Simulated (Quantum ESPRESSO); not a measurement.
# CoO: which magnetic order is lowest

A self-consistent run ends on one state, which hangs on the start. Several orders of CoO are started in Quantum ESPRESSO and their energies compared.

Main program and level: Quantum ESPRESSO 7.5; LDA; plane waves with GBRV 1.5 LDA potentials, no spin-orbit coupling.

Most raw output is cut from this account.

## Step 1: Starting point

It takes space group Fm-3m (No. 225, cubic). The conventional cell has a = 4.263 Å, b = 4.263 Å, c = 4.263 Å, α = 90.00°, β = 90.00°, γ = 90.00°. Co has 6 O at 2.13 Å nearest. Nearest to O lie 6 Co at 2.13 Å. Farther neighbours and most contacts between anions are not listed.

Structure file:

```cif
data_structure
_symmetry_space_group_name_H-M 'Fm-3m'
_symmetry_Int_Tables_number 225
_cell_length_a 4.2630
_cell_length_b 4.2630
_cell_length_c 4.2630
_cell_angle_alpha 90.000
_cell_angle_beta 90.000
_cell_angle_gamma 90.000
_cell_volume 77.47
loop_
_atom_site_label
_atom_site_type_symbol
_atom_site_symmetry_multiplicity
_atom_site_Wyckoff_symbol
_atom_site_fract_x
_atom_site_fract_y
_atom_site_fract_z
_atom_site_occupancy
Co1 Co 4 a 0.00000 0.00000 0.00000 1
O1 O 4 b 0.50000 0.00000 0.00000 1
```

The cell comes from the Crystallography Open Database.

## Step 2: Start 1: ferro +

The signs are those of the starting moments on the seeded atoms, the atoms that are given a moment.

pw.in reads:

```
&CONTROL
  calculation = 'scf'
  prefix = 'pwscf'
  outdir = './tmp'
  pseudo_dir = './pseudo'
  disk_io = 'nowf'
/
&SYSTEM
  ibrav = 0
  nat = 2
  ntyp = 2
  ecutwfc = 40
  ecutrho = 280
  nbnd = 20
  occupations = 'smearing'
  smearing = 'fd'
  degauss = 0.00367493
  nspin = 2
  starting_magnetization(1) = 0.1765
  starting_magnetization(2) = 0
/
&ELECTRONS
  conv_thr = 4d-09
  electron_maxstep = 150
  mixing_beta = 0.3
/
ATOMIC_SPECIES
Co     58.9332 co_lda_v1.2.uspp.F.UPF
O      15.9990 o_lda_v1.2.uspp.F.UPF
CELL_PARAMETERS angstrom
   0.0000000000    2.1315000000    2.1315000000
   2.1315000000    0.0000000000    2.1315000000
   2.1315000000    2.1315000000    0.0000000000
ATOMIC_POSITIONS crystal
Co      0.0000000000    0.0000000000    0.0000000000
O       0.5000000000    0.5000000000    0.5000000000
K_POINTS automatic
8 8 8 0 0 0
```

The run is started by

```sh
OMP_NUM_THREADS=1 mpirun -n 4 pw.x -nk 4 -in pw.in > pw.out
```

Run time: 4.5 s. Hardware: 4 MPI ranks of Intel Xeon 6975P-C (Granite Rapids), shared host; peak memory 0.28 GiB.

Spin moment in the atom's sphere by atom:

| atom | spin moment in the atom's sphere (μB) |
| --- | --- |
| Co1 | 2.48 |
| O2 | 0.36 |

Read from the output:

```
smearing term TS       : 0.03246 eV
magnetization          : 2.939 μB
absolute magnetization : 2.956 μB
final state            : ferromagnetic
```

Spin density in the ac plane of the conventional cell at fractional y = 0.000, with atoms of Co and O within 0.2 Å of it.

Ten even steps from '0' (0.00 × 1e0 e/Å³) to '9' (7.85 × 1e0 e/Å³), each cell a mean:
```
62000000000014
10000000000001
00000000000000
00000000000000
00000000000000
00000024100000
00000169400000
00000146200000
00000011000000
00000000000000
00000000000000
00000000000000
41000000000002
94000000000016
```
Columns run along a (4.3 Å), rows up along c (4.3 Å), edges of the conventional cell, whose origin can differ from the input's. Atoms in or near the plane, at fractional coordinates: Co at (0.00, 0.00), Co at (0.50, 0.50), O at (0.50, 0.00), O at (0.00, 0.50).

Valence density in the ac plane of the conventional cell at fractional y = 0.000, with atoms of Co and O within 0.2 Å of it. It is the smooth field of the valence electrons, not physical close to the nuclei.

Ten steps, logarithmic in the rise over the least value, from '_' (0 e/Å³) to '@' (42 e/Å³), each cell a mean:
```
@@##--....--++++==::....++%%
++==..____::--==--..____::++
::..________......________..
..__________....__________..
--::..____..--==::..____..::
++==::__..==####**::__..--==
**++--..::++@@@@##==....==++
++==::....++%%@@##--....--++
==--..____::++++==..____::--
....________..::..________..
..__________....__________..
==::..____..::--::..____..--
##**::__..--==++==::__..==##
@@##==....==++**++--..::++@@
```
Columns run along a (4.3 Å), rows up along c (4.3 Å), edges of the conventional cell, whose origin can differ from the input's. Atoms in or near the plane, at fractional coordinates: Co at (0.00, 0.00), Co at (0.50, 0.50), O at (0.50, 0.00), O at (0.00, 0.50).

## Step 3: Run 2, typed as antiferro q=(0,0,1/2) +−

This order needs a doubled cell of 4 atoms. The wavevector q is in fractions of the reciprocal vectors of the crystal's primitive cell, as the cells of these inputs are built from it; moments change sign between cells as cos(2π q·R).

pw.in reads:

```
&CONTROL
  calculation = 'scf'
  prefix = 'pwscf'
  outdir = './tmp'
  pseudo_dir = './pseudo'
  disk_io = 'nowf'
/
&SYSTEM
  ibrav = 0
  nat = 4
  ntyp = 3
  ecutwfc = 40
  ecutrho = 280
  nbnd = 32
  occupations = 'smearing'
  smearing = 'fd'
  degauss = 0.00367493
  nspin = 2
  starting_magnetization(1) = 0.1765
  starting_magnetization(2) = -0.1765
  starting_magnetization(3) = 0
/
&ELECTRONS
  conv_thr = 8d-09
  electron_maxstep = 150
  mixing_beta = 0.3
/
ATOMIC_SPECIES
Co1    58.9332 co_lda_v1.2.uspp.F.UPF
Co2    58.9332 co_lda_v1.2.uspp.F.UPF
O      15.9990 o_lda_v1.2.uspp.F.UPF
CELL_PARAMETERS angstrom
   0.0000000000    2.1315000000    2.1315000000
   2.1315000000    0.0000000000    2.1315000000
   4.2630000000    4.2630000000    0.0000000000
ATOMIC_POSITIONS crystal
Co1     0.0000000000    0.0000000000    0.0000000000
Co2     0.0000000000    0.0000000000    0.5000000000
O       0.5000000000    0.5000000000    0.2500000000
O       0.5000000000    0.5000000000    0.7500000000
K_POINTS automatic
8 8 4 0 0 0
```

Wall time 11 s (4 MPI ranks); peak memory 0.38 GiB.

Spin moment in the atom's sphere by atom:

| atom | spin moment in the atom's sphere (μB) |
| --- | --- |
| Co1 | 2.33 |
| Co2 | -2.33 |
| O3 | 0.00 |
| O4 | 0.00 |

Numbers from this step:

```yaml
smearing_term_ts: 0.06271 eV
magnetization: 0 μB
absolute_magnetization: 4.988 μB
final_state: antiferromagnetic
```

Spin density in the ac plane at fractional y = 0.000, with atoms of Co within 0.2 Å of it.

Ten even steps from '_' (-8.7 e/Å³) to '@' (8.7 e/Å³), each cell a mean:
```
%%%%**++++++++++====++++++++++**
++**++++++++++++======++++++++++
++++++++++++++++========++++++++
++++++++++++++++============++++
++++++++++++++++++==++++++==++++
++++++++++++++++++++++++++++++++
==============++================
======++++++++++++==============
========++++++++++==============
==========++++++++==============
::--========++++++==========--::
__..--========++++++========--..
....--==========++++==========--
==--============++++++==========
================++++++++========
================++++++++++++====
==================++======++====
================================
++++++++++++++==++++++++++++++++
++++++============++++++++++++++
++++++++==========++++++++++++++
++++++++++========++++++++++++++
##**++++++++======++++++++++**##
@@%%**++++++++======++++++++**%%
```
Columns run along a (3.0 Å), rows up along c (6.0 Å). Atoms in or near the plane, at fractional coordinates: Co at (0.00, 0.00), Co at (0.00, 0.50).

Valence density in the ac plane at fractional y = 0.000, with atoms of Co within 0.2 Å of it. It is the smooth field of the valence electrons, not physical close to the nuclei.

Ten steps, logarithmic in the rise over the least value, from '0' (0 e/Å³) to '9' (48 e/Å³), each cell a mean:
```
9986310000001357
6775310000000135
3444210000000012
0111100000000000
0000000000000000
0000000000000000
0000000000000000
0000000000001111
2100000000012333
6421000000013566
8752100000013689
9974200000012579
9986310000001357
6775310000000135
3444210000000012
0111100000000000
0000000000000000
0000000000000000
0000000000000000
0000000000001111
2100000000012333
6421000000013566
8752100000013689
9974200000012579
```
Columns run along a (3.0 Å), rows up along c (6.0 Å). Atoms in or near the plane, at fractional coordinates: Co at (0.00, 0.00), Co at (0.00, 0.50).

## Step 4: Start 3: antiferro q=(0,1/2,1/2) +−

The cell is doubled to 4 atoms to hold this order.

pw.in: that of step 3 with these lines changed.

```diff
@@ -33,10 +33,10 @@
    0.0000000000    2.1315000000    2.1315000000
-   2.1315000000    0.0000000000    2.1315000000
-   4.2630000000    4.2630000000    0.0000000000
+   4.2630000000    0.0000000000    4.2630000000
+   4.2630000000    2.1315000000    2.1315000000
 ATOMIC_POSITIONS crystal
 Co1     0.0000000000    0.0000000000    0.0000000000
-Co2     0.0000000000    0.0000000000    0.5000000000
-O       0.5000000000    0.5000000000    0.2500000000
-O       0.5000000000    0.5000000000    0.7500000000
+Co2     0.0000000000    0.5000000000    0.0000000000
+O       0.5000000000    0.0000000000    0.5000000000
+O       0.5000000000    0.5000000000    0.5000000000
 K_POINTS automatic
-8 8 4 0 0 0
+8 4 8 0 0 0
```

It took 25 s on 4 MPI ranks; peak memory 0.4 GiB.

Spin moment in the atom's sphere by atom:

| atom | spin moment in the atom's sphere (μB) |
| --- | --- |
| Co1 | 2.29 |
| Co2 | -2.29 |
| O3 | -0.11 |
| O4 | 0.11 |

Read from the output:

```yaml
smearing_term_ts: 0.07969 eV
magnetization: 0 μB
absolute_magnetization: 5.043 μB
final_state: antiferromagnetic
```

## Step 5: Run 4 (no spin polarisation)

pw.in reads:

```
&CONTROL
  calculation = 'scf'
  prefix = 'pwscf'
  outdir = './tmp'
  pseudo_dir = './pseudo'
  disk_io = 'nowf'
/
&SYSTEM
  ibrav = 0
  nat = 2
  ntyp = 2
  ecutwfc = 40
  ecutrho = 280
  nbnd = 18
  occupations = 'smearing'
  smearing = 'fd'
  degauss = 0.00367493
/
&ELECTRONS
  conv_thr = 4d-09
  electron_maxstep = 150
  mixing_beta = 0.3
/
ATOMIC_SPECIES
Co     58.9332 co_lda_v1.2.uspp.F.UPF
O      15.9990 o_lda_v1.2.uspp.F.UPF
CELL_PARAMETERS angstrom
   0.0000000000    2.1315000000    2.1315000000
   2.1315000000    0.0000000000    2.1315000000
   2.1315000000    2.1315000000    0.0000000000
ATOMIC_POSITIONS crystal
Co      0.0000000000    0.0000000000    0.0000000000
O       0.5000000000    0.5000000000    0.5000000000
K_POINTS automatic
8 8 8 0 0 0
```

Wall time 2.6 s (4 MPI ranks); peak memory 0.26 GiB; 8.9 s of CPU time.

This step gave:

- smearing term TS: 0.03785 eV
- final state: non-magnetic (no spin polarisation)

## Step 6: Ranking

An order is kept where moments of 0.15 μB or more survive with the typed signs; meshes match where a doubled cell samples the same k points as the first cell.

Orders:

| start | final state | typed order kept | energy over the lowest (meV a seeded atom) | largest site moment (μB) | net moment (μB a cell of the first run) | mesh matched | CPU time (s) |
| --- | --- | --- | --- | --- | --- | --- | --- |
| ferro + | ferromagnetic | yes | 138.3 | 2.479 | 2.939 | yes | 16.45 |
| antiferro q=(0,0,1/2) +- | antiferromagnetic | yes | 0 | 2.332 | 0 | yes | 41.56 |
| antiferro q=(0,1/2,1/2) +- | antiferromagnetic | yes | 259.2 | 2.292 | 0 | yes | 97.19 |
| no spin polarisation | non-magnetic | - | 538.9 | 0 | 0 | yes | 8.91 |

## Step 7: A Heisenberg model

E = −Σ J e·e over ordered pairs of unit vectors, so each pair counts twice. As many shells are taken as there are differences of energy, so the couplings are solved for and no residual tests the model; further shells are folded in, and shells whose pairs keep their relative signs in all orders cancel and are not probed. Couplings from the energies:

| pair | distance (Å) | neighbours an atom | J (meV) |
| --- | --- | --- | --- |
| Co-Co | 3.014 | 12 | 7.559 |
| Co-Co | 4.263 | 6 | -19.08 |

## Step 8: Outcome

```
lowest state found                                                     : antiferromagnetic (from antiferro q=(0,0,1/2) +-)
largest site moment                                                    : 2.33 μB
next state with moments                                                : ferromagnetic, 138 meV a seeded atom higher
state without moments                                                  : 539 meV a seeded atom higher
J of the weightiest shell (Co-Co, 4.26 Å; E = −Σ J e·e, ordered pairs) : -19.1 meV
```

What this shows: The largest moment changes by 7.5 % between the kept orders, a modest change. Only these 4 starts were compared; other wavevectors, canted and longer-period orders were not. No Hubbard term acts here. In such compounds local and semilocal functionals without one often delocalise the d electrons, and can shrink or lose moments and miss the size, sign and order of the couplings. The smearing term is large for its width, so states at the Fermi level are partly filled: at this level the cell is a metal or has a gap of a few widths at most.

[Logs and program files are shortened in this print: banners, set-up blocks, solver, clock and traceback lines can be left out without a mark of their own.]

[Logs are printed without paths, hosts, clocks, repeated set-up lines and the standing remarks that a program may print on its own settings, such as how far it seeks lower states.]

[Hosts, paths, dates, database ids (printed as entryN), source tags and the programs' standing remarks are cut or masked in the printed files.]

[Where a cell is said to come from a database of computed structures, the database is the Materials Project.]
